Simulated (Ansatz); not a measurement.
# Work function of V(111): what the settings cost and change, part 2 of 2

Aim: the work function of V(111) across levels of theory at one geometry.

Ansatz 0.2.0; plane-wave DFT, PBE, Ansatz PAW (the session's first sound run).

So far, work function, upper face (eV): step 2 (slab, setting PBE, Ansatz PAW (420 eV)) 3.48; step 5 (RPBE) 3.34; step 6 (r2SCAN) 3.48; step 7 (PBE JTH) 3.48; step 8 (PBE norm-conserving) 3.48.

## (9) Run

This step: plane-wave DFT, LDA, norm-conserving (Ansatz 0.2.0).

The input, input.yaml:

```yaml
crystal:
  lattice:
    - [4.2709249584, 0.0, 0.0]
    - [2.1354624792, 3.6987295116, 0.0]
    - [0.0, 0.0, 26.7179890648]
  atoms:
    - { symbol: V, position: [0.6666666667, 0.6666666667, 0.3368516986] }
    - { symbol: V, position: [0.0, 0.0, 0.3694813589] }
    - { symbol: V, position: [0.3333333333, 0.3333333333, 0.4021110192] }
    - { symbol: V, position: [0.6666666667, 0.6666666667, 0.4347406794] }
    - { symbol: V, position: [0.0, 0.0, 0.4673703397] }
    - { symbol: V, position: [0.3333333333, 0.3333333333, 0.5] }
    - { symbol: V, position: [0.6666666667, 0.6666666667, 0.5326296603] }
    - { symbol: V, position: [0.0, 0.0, 0.5652593206] }
    - { symbol: V, position: [0.3333333333, 0.3333333333, 0.5978889808] }
    - { symbol: V, position: [0.6666666667, 0.6666666667, 0.6305186411] }
    - { symbol: V, position: [0.0, 0.0, 0.6631483014] }
kpoints:
  mp_grid: { grid: [11, 11, 1] }
hamiltonian:
  xc: lda
  pseudopotentials: { kind: nc }
scf:
  occupations: { method: fermi_dirac, width: 0.1 }
  convergence: { dr2_threshold: 1.0e-09 }
efield:
  axis: 3
  dipole_correction: true
  ramp_position: 0.97
  ramp_width: 0.06
output:
  write_potential: true
  write_density: true
  volumetric_format: npy
```

On the command line:

```sh
ansatz run input.yaml --threads 4 --pin off --max-ram 6144MiB --backend cpu --events-out ev --progress --plain --runs-dir out
```

What it wrote:

```text
[...]
Crystal: 11 atoms, lattice volume = 422.064 Å³
Basis set: ecut = 1142.878222 eV, 37113 PW (Γ)
Bands: 86, of which v1, the nominal top of the filled ones, is band 72 counted from 1 (71 counted from 0)
Symmetry: 6 space group operations
k-points: 16 of 121 (time reversal used)
[...]
k-point 0: bands = [... 68 lower, 3.0556, 3.0783, 3.0783, 3.3034, 3.3034, 3.5592, 3.6204, 3.6437, ... 10 higher]
  k-point 1: bands = [... 68 lower, 3.0733, 3.1416, 3.1645, 3.3200, 3.3588, 3.5698, 3.6376, 3.6389, ... 10 higher]
  k-point 2: bands = [... 68 lower, 3.2405, 3.2636, 3.2669, 3.4241, 3.4683, 3.6290, 3.6294, 3.7036, ... 10 higher]
  k-point 15: bands = [... 68 lower, 3.1458, 3.1968, 3.2655, 3.3476, 3.3941, 3.5356, 3.5618, 3.7417, ... 10 higher]
[key lines of the parts left out:]
SCF converged after 15 iterations
Free energy (F): -22071.377907 eV
Fermi energy:    3.439137 eV
Dipole field:    D = 0.000000 V/Å  (p = 0.000000 e·Å, saw-weighted, corrected)
Work function:   Φ+ = 3.7351 eV   Φ− = 3.7351 eV
```

Wall time 8.1 min (4 threads of Arm Neoverse N1, shared host); peak memory 4.2 GiB.

The work function is 3.735 eV, +0.252 eV from the run “PBE, Ansatz PAW (420 eV)”, at 8.0 times its CPU time.

## (10) Slab, setting PBE, all layers relaxed

This step: plane-wave DFT, PBE, Ansatz PAW (Ansatz 0.2.0).

input.yaml, as its differences from that of step 9:

```diff
@@ -20,4 +20,3 @@
 hamiltonian:
-  xc: lda
-  pseudopotentials: { kind: nc }
+  xc: pbe
 scf:
@@ -30,2 +29,5 @@
   ramp_width: 0.06
+relax:
+  f_tol: 0.01
+  max_steps: 40
 output:
```

What it wrote:

```text
[...]
Crystal: 11 atoms, lattice volume = 422.064 Å³
Basis set: ecut = 420 eV, 8231 PW (Γ), exchange–correlation on 60×60×360 points (8 copies of the dense FFT grid, shifted against one another)
Bands: 86, of which v1, the nominal top of the filled ones, is band 72 counted from 1 (71 counted from 0)
Symmetry: 6 space group operations
[...]
- { symbol: V, position: [0.666667, 0.666667, 0.436307] }
    - { symbol: V, position: [0, 0, 0.468430] }
    - { symbol: V, position: [0.333333, 0.333333, 0.500000] }
    - { symbol: V, position: [0.666667, 0.666667, 0.531570] }
    - { symbol: V, position: [0, 0, 0.563693] }
    - { symbol: V, position: [0.333333, 0.333333, 0.597393] }
    - { symbol: V, position: [0.666667, 0.666667, 0.623035] }
    - { symbol: V, position: [0, 0, 0.649758] }
[key lines of the parts left out:]
SCF converged after 8 iterations
Free energy (F): -32031.472116 eV
Fermi energy:    3.460176 eV
Dipole field:    D = 0.000000 V/Å  (p = 0.000000 e·Å, saw-weighted, corrected)
Work function:   Φ+ = 3.8038 eV   Φ− = 3.8039 eV
```

The job ended after 3.7 min (4 threads; peak memory 1.2 GiB; 14 min of CPU time).

The relaxation took 6 steps and lowered the energy by 0.68 eV; the largest force on the free atoms ends at 0.0068 eV/Å.

The work function is 3.804 eV, +0.320 eV from the run “PBE, Ansatz PAW (420 eV)”, at 3.7 times its CPU time.

## (11) Side by side

Times are for 4 threads of Arm Neoverse N1, shared host. Results by setting:

```
no.                         setting  work function, upper face (eV)     time  memory (GiB)
  1        PBE, Ansatz PAW (420 eV)                           3.483     77 s           1.3
  2        LDA, Ansatz PAW (420 eV)                           3.736     75 s           1.3
  3     PBEsol, Ansatz PAW (420 eV)                           3.544     77 s           1.3
  4       RPBE, Ansatz PAW (420 eV)                           3.342     72 s           1.3
  5     r2SCAN, Ansatz PAW (500 eV)                           3.480  2.5 min           2.1
  6          PBE, JTH PAW (1410 eV)                           3.482   11 min           5.3
  7  PBE, norm-conserving (1143 eV)                           3.484  8.3 min           4.3
  8  LDA, norm-conserving (1143 eV)                           3.735  8.1 min           4.2
  9         PBE, all layers relaxed                           3.804  3.7 min           1.2
```

## (12) A changed input

An input spoilt on purpose, to show how the run answers: it repeats the earlier run “PBE, Ansatz PAW (420 eV)” with efield.amplitude to 3.0, and scf.max_iter set to 50; its output block differs too.

input.yaml, as its differences from that of step 10:

```diff
@@ -24,2 +24,3 @@
   convergence: { dr2_threshold: 1.0e-09 }
+  max_iter: 50
 efield:
@@ -29,5 +30,3 @@
   ramp_width: 0.06
-relax:
-  f_tol: 0.01
-  max_steps: 40
+  amplitude: 3.0
 output:
```

What it wrote:

```text
[...]
Crystal: 11 atoms, lattice volume = 422.064 Å³
Basis set: ecut = 420 eV, 8231 PW (Γ)
Bands: 86, of which v1, the nominal top of the filled ones, is band 72 counted from 1 (71 counted from 0)
Symmetry: 6 space group operations
k-points: 16 of 121 (time reversal used)
[...]
SCF iter   1: F=—  HF=-32058.621297 eV  |F-HF|=—  |Δ(HF+E_count)|=         —  Δρ=1.13e-1  dr2=6.46e2  ethr=3.10e-3  p=3.546 e·Å  D=1.52e0 V/Å  ΔV_dip=-40.61 eV  dr2_dipole=8.78e1  V_vac-E_F(+/−)=27.66/7.53 eV  ⟨swp⟩=12.9  Hψ=8740  notcnv=0
[...]
SCF iter  22: F=-32035.725772 eV  HF=-32035.725772 eV  |F-HF|=1.46e-10  |Δ(HF+E_count)|=   2.40e-9  Δρ=1.83e-7  dr2=2.74e-10  ethr=1.00e-12  p=3.326 e·Å  D=1.43e0 V/Å  ΔV_dip=-38.10 eV  dr2_dipole=6.22e-11  V_vac-E_F(+/−)=22.18/0.04 eV  ⟨swp⟩=29.9  Hψ=8866  notcnv=0
WARN: efield: at this solve's end the planar-averaged density reaches 3.45e-3 e/Å³ inside the ramp window [0.9326, 0.1976] (bound 1e-5 e/Å³); the window's nearer edge stands 3.72 Å from this solve's nearest atom along the axis. Its free energy, forces, stress, dipole, levels and responses can be off, and this figure does not tell by how much. The cell may have no vacuum along `efield.axis`. A short vacuum, a low `basis.ecutwfc` or `basis.ecutrho_ratio` and negative occupations (`scf.occupations.method`) can put density there. See the manual's quickstart, § The vacuum guard
SCF 1 converged in 22 iterations: F = -32035.725772 eV  dr2 = 2.74e-10
[...]
SCF converged after 22 iterations
Free energy (F): -32035.725772 eV
[...]
Internal energy: -32035.028195 eV  (E = F + TS)
E sigma→0 (E₀):  -32035.376984 eV
Entropy (-TS):   -0.697577 eV (-63.416 meV/atom)
Fermi energy:    2.551907 eV
Dipole field:    D = 1.425829 V/Å  (p = 3.325707 e·Å, saw-weighted, corrected)
Work function:   not extracted (applied field tilts the vacuum); planar V_es + V_field profile in the machine report
[...]
Vacuum region:   at the solve's end the planar-averaged density reaches 3.45e-3 e/Å³ inside the ramp window [0.9326, 0.1976] (bound 1e-5 e/Å³)
[...]
--- Band table (eV; the first three rows and the last of 16) ---
  k-point 0: bands = [... 68 lower, 2.0477, 2.1996, 2.1996, 2.3333, 2.4272, 2.4272, 2.7730, 2.7730, ... 10 higher]
  k-point 1: bands = [... 68 lower, 2.1084, 2.2395, 2.2603, 2.4040, 2.4428, 2.4841, 2.7666, 2.8372, ... 10 higher]
  k-point 2: bands = [... 68 lower, 2.2856, 2.3643, 2.3824, 2.5301, 2.5385, 2.6146, 2.7570, 2.9398, ... 10 higher]
  k-point 15: bands = [... 68 lower, 2.2695, 2.3184, 2.3841, 2.4682, 2.5127, 2.6539, 2.7307, 2.8674, ... 10 higher]
```

Elapsed: 2.5 min, on 4 threads; peak memory 1.3 GiB; 9.4 min of CPU time.

In so strong a field the program warns of density in the ramp of the sawtooth; these numbers are not the system's.

## (13) Summary of results

```
work function, PBE, Ansatz PAW (420 eV)    : 3.483 eV
work function, LDA, Ansatz PAW (420 eV)    : 3.736 eV
work function, RPBE, Ansatz PAW (420 eV)   : 3.342 eV
work function, r2SCAN, Ansatz PAW (500 eV) : 3.480 eV
work function, PBE, all layers relaxed     : 3.804 eV
```

**Reading.** PBE on the default files gives 3.48 eV, and the settings tried spread the value from 3.34 to 3.80 eV. At one geometry LDA lies 0.25 eV above PBE. The choice of pseudopotentials moves the PBE value by 0.002 eV. Relaxing the layers changes it by +0.320 eV. The ladder's slabs use the tabulated experimental lattice constant (two decimals; a low-temperature value for the alkali metals). The main runs have no spin polarisation; a magnetic state could lie lower and would change these results.

[Long decimals in the printed logs are rounded to 6 places.]

[Logs are printed without paths, hosts, clocks, repeated set-up lines and the standing remarks that a program may print on its own settings, such as how far it seeks lower states.]

[Hosts, paths, dates, database ids (printed as entryN), source tags and the programs' standing remarks are cut or masked in the printed files.]

[Maps of the electrostatic potential energy from Ansatz leave out the sawtooth potential of an applied field or a dipole correction, so their vacuum need not be flat; planar profiles and work functions include it.]
